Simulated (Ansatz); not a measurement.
# How fast states decay through Na2TlGaCl6, part 3 of 3

Aim: relax a made-up compound, Na2TlGaCl6, and see how good a tunnel barrier it would be. It is built by putting Cl for F, Na for Rb in the Rb2TlGaF6 structure of space group Fm-3m, with the volume rescaled by atomic radii. The parent structure comes from the Materials Project.

Ansatz 0.2.0; LDA DFT, plane waves, PAW files (the session's first sound run).

So far. Step 5 (Decay over the two-dimensional zone): The least value on the mesh is 0.197 Å⁻¹ at +0.90 eV. At that energy the listed points give about 0.197 Å⁻¹ by interpolation, so the mesh holds no clearly slower state. Step 6 (Band edges at another level): The searched edges give 1.86 eV, as on the mesh.

The structure was built from a prototype and need not be the compound's stable phase.

## (7) Complex bands at another level

This step: PBEsol DFT, plane waves, PAW files; complex bands by layer matching along the plane's normal (Ansatz 0.2.0).

The complex bands at that level, over its own gap, at (0, 0) and (-0.5, 0).

The input, input.yaml:

```yaml
crystal:
  lattice:
    - [7.314982997, 0.0, 0.0]
    - [3.657491498, 6.334961103, 0.0]
    - [3.657491498, 2.111653701, 5.972658606]
  atoms:
    - { symbol: Na, position: [0.25, 0.25, 0.25] }
    - { symbol: Na, position: [0.75, 0.75, 0.75] }
    - { symbol: Tl, position: [0.5, 0.5, 0.5] }
    - { symbol: Ga, position: [0.0, 0.0, 0.0] }
    - { symbol: Cl, position: [0.7746170994, 0.7746170994, 0.2253829006] }
    - { symbol: Cl, position: [0.7746170994, 0.2253829006, 0.2253829006] }
    - { symbol: Cl, position: [0.2253829006, 0.2253829006, 0.7746170994] }
    - { symbol: Cl, position: [0.2253829006, 0.7746170994, 0.2253829006] }
    - { symbol: Cl, position: [0.7746170994, 0.2253829006, 0.7746170994] }
    - { symbol: Cl, position: [0.2253829006, 0.7746170994, 0.7746170994] }
kpoints:
  mp_grid: { grid: [4, 4, 4] }
scf:
  occupations: { method: fixed }
hamiltonian:
  xc: pbesol
output:
  eigenvalues: true
  transmission:
    leads: [[0, 0]]
    kpoints: [[0.0, 0.0], [-0.5, 0.0]]
    e_range: [-1.0, 2.86]
    de: 0.06
```

The run is started by

```sh
$ ansatz run input.yaml --threads 2 --pin off --max-ram 4096MiB --backend cpu --events-out ev --progress --plain --runs-dir out
```

Numbers of over 12 decimals in the logs are rounded to 6 here.

The log of the run:

```text
[...]
Crystal: 10 atoms, lattice volume = 276.774 Å³
Basis set: ecut = 420 eV, 5329 PW (Γ)
Bands: 53, of which v1, the nominal top of the filled ones, is band 43 counted from 1 (42 counted from 0)
Symmetry: 48 space group operations
[...]
k-points: 8 of 64
[...]
SCF iter   1: F=—  HF=-24367.179401 eV  |F-HF|=—  |Δ(HF+E_count)|=         —  Δρ=3.25e-3  dr2=3.82e-2  ethr=1.77e-3  ⟨swp⟩=4.8  Hψ=1495  notcnv=0  defer=61
[...]
SCF iter   7: F=-24367.165252 eV  HF=-24367.165252 eV  |F-HF|=3.34e-9  |Δ(HF+E_count)|=   3.08e-8  Δρ=3.38e-6  dr2=3.87e-8  ethr=1.16e-10  ⟨swp⟩=13.5  Hψ=1957  notcnv=0
SCF 1 converged in 7 iterations: F = -24367.165252 eV  dr2 = 3.87e-8
[...]
transmission: 8 of 16 steps passed
transmission: 16 of 16 steps passed
SCF converged after 7 iterations
Free energy (F): -24367.165252 eV
[...]
Internal energy: -24367.165252 eV  (E = F + TS)
E sigma→0 (E₀):  -24367.165252 eV
Fermi energy:    3.073607 eV
[...]
--- Band table (eV; the first three rows and the last of 8) ---
  k-point 0: bands = [... 39 lower, 1.0307, 1.6167, 1.6167, 1.6167, 5.5257, 6.4638, 6.8587, 6.8587, ... 6 higher]
  k-point 1: bands = [... 39 lower, 1.4910, 1.4910, 1.5335, 1.5378, 5.7367, 5.9654, 6.7562, 7.5266, ... 6 higher]
  k-point 2: bands = [... 39 lower, 1.3786, 1.3786, 1.4261, 2.1941, 4.9380, 6.6669, 6.9407, 8.3952, ... 6 higher]
  k-point 7: bands = [... 39 lower, 1.1269, 1.3810, 1.3810, 3.0102, 5.8457, 7.2475, 7.2475, 7.9417, ... 6 higher]
--- Transmission ---
  basis      : 421 plane waves across, 8 finite elements along
  points     : 2, as listed
[...]
channels       : 0.000000e0 a spin
[...]
slowest decay  : 0.2017 /Å at (0.0000, 0.0000)
```

The job ended after 1.7 min (2 threads of Intel Xeon Platinum 8375C at 2.90GHz (Ice Lake), shared host; peak memory 2 GiB; 3.4 min of CPU time).

Numbers from this step:

| Item | Value |
| --- | --- |
| level to which the leads are filled | 0.9322 eV from the Fermi level |
| decay constant at the filling level, zone centre | 0.2017 Å⁻¹ |
| decay constant at the filling level, slowest listed point | 0.2017 Å⁻¹ |

K parallel (0, 0); values up to 1.5 1/Å, a degenerate pair printed once or twice; energies at which all values exceed this have no row. The Im kz of the slowest decaying states by energy, zero at the highest filled level on the SCF mesh:

```
energy (eV)  decay 1 (Å⁻¹)  decay 2 (Å⁻¹)  decay 3 (Å⁻¹)  decay 4 (Å⁻¹)
      -1.00          0.272          0.477          0.485          0.502
      -0.82         0.0654          0.297          0.479          0.524
      -0.64          0.125          0.315          0.479          0.542
      -0.40          0.167          0.334          0.476          0.563
      -0.22          0.186          0.345          0.472          0.575
      -0.04          0.200          0.353          0.466          0.586
       0.02          0.203          0.355          0.464          0.589
       0.14          0.208          0.359          0.459          0.595
       0.32          0.213          0.364          0.450          0.603
       0.56          0.213          0.367          0.435          0.611
       0.74          0.209          0.368          0.421          0.616
       0.92          0.202          0.367          0.406          0.608
       1.10          0.190          0.365          0.388          0.590
       1.28          0.173          0.361          0.368          0.571
       1.52          0.140          0.336          0.355          0.543
       1.70          0.100          0.307          0.348          0.521
       1.88          0.273          0.340          0.496          0.625
       2.06          0.230          0.330          0.470          0.624
       2.24          0.172          0.318          0.441          0.621
       2.48          0.300          0.398          0.617          0.811
       2.66          0.284          0.361          0.613          0.811
       2.84        0.00683          0.265          0.318          0.609
```

K parallel (-0.5, 0); values up to 1.5 1/Å, a degenerate pair printed once or twice; energies at which all values exceed this have no row. The Im kz of the slowest decaying states by energy, zero at the highest filled level on the SCF mesh:

```
energy (eV)  decay 1 (Å⁻¹)  decay 2 (Å⁻¹)  decay 3 (Å⁻¹)  decay 4 (Å⁻¹)
    -1.0000          0.100          0.292          0.334          0.476
    -0.7600          0.305          0.371          0.514          0.530
    -0.5200          0.312          0.396          0.536          0.560
    -0.2200          0.314          0.419          0.558          0.584
     0.0200         0.0544          0.311          0.433          0.571
     0.2600          0.188          0.303          0.442          0.581
     0.5000          0.251          0.291          0.449          0.589
     0.7400          0.275          0.294          0.453          0.595
     0.9800          0.253          0.326          0.455          0.599
     1.2200          0.223          0.351          0.454          0.602
     1.5200          0.170          0.375          0.450          0.586
     1.7600         0.0962          0.389          0.445          0.569
     2.0000          0.399          0.437          0.550          0.603
     2.2400          0.407          0.427          0.526          0.603
     2.4800          0.411          0.415          0.498          0.604
     2.7200          0.400          0.412          0.462          0.608
```

K parallel (-0.5, 0). The Re kz of states that move upwards, channel 1 by energy, zero at the highest filled level on the SCF mesh:

```
energy (eV)  Re kz of states that move upwards, channel 1 (Å⁻¹)
      -1.00                                                   -
      -0.88                                                   -
      -0.76                                               0.287
      -0.58                                               0.365
      -0.46                                               0.413
      -0.34                                               0.460
      -0.22                                               0.513
      -0.10                                              -0.475
       0.02                                                   -
       0.08                                                   -
       0.20                                                   -
       0.32                                                   -
       0.44                                                   -
       0.56                                                   -
       0.74                                                   -
       0.86                                                   -
       0.98                                                   -
       1.10                                                   -
       1.28                                                   -
       1.40                                                   -
       1.52                                                   -
       1.64                                                   -
       1.76                                                   -
       1.94                                               0.259
       2.06                                               0.312
       2.18                                               0.352
       2.30                                               0.386
       2.42                                               0.416
       2.60                                               0.459
       2.72                                               0.487
       2.84                                               0.513
```

At the listed wavevectors the last open channel is at -0.04 eV and the next at +1.88 eV on the grid. At +0.92 eV, the grid energy nearest the filling level (the middle of the gap on the SCF mesh), the slowest state at the listed wavevectors decays with κ = 0.202 Å⁻¹, its amplitude falling by e over 5.0 Å; the first such run, plane (111), gave 0.196 Å⁻¹.

## (8) Summary of results

```json
{"band gap": "1.80 eV", "least decay constant at mid-gap, normal to (111)": "0.196 Å⁻¹", "least decay constant on a mesh, normal to (111)": "0.197 Å⁻¹", "least decay constant, PBEsol": "0.202 Å⁻¹"}
```

**Reading.** With LDA, the slowest decay at the wavevectors tried is κ = 0.196 Å⁻¹, normal to (111). Through such a film the transmission near mid-gap falls as exp(−2κd), a factor of ten every 5.9 Å. A free electron under a barrier of half the gap would need a mass of 0.16 mₑ to decay at this rate. With PBEsol the gap goes from 1.80 to 1.86 eV and the decay constant, over the first 2 listed wavevectors, from 0.196 to 0.202 Å⁻¹. The compound is made up by substitution; its stability against other phases and against distortions of the cell's symmetry was not tested. A semilocal functional narrows gaps, while spin-orbit coupling, left out here, narrows them in compounds of heavy elements, so the error in κ can go either way.

[Logs are printed without paths, hosts, clocks, repeated set-up lines and the standing remarks that a program may print on its own settings, such as how far it seeks lower states.]

[Hosts, paths, dates, database ids (printed as entryN), source tags and the programs' standing remarks are cut or masked in the printed files.]
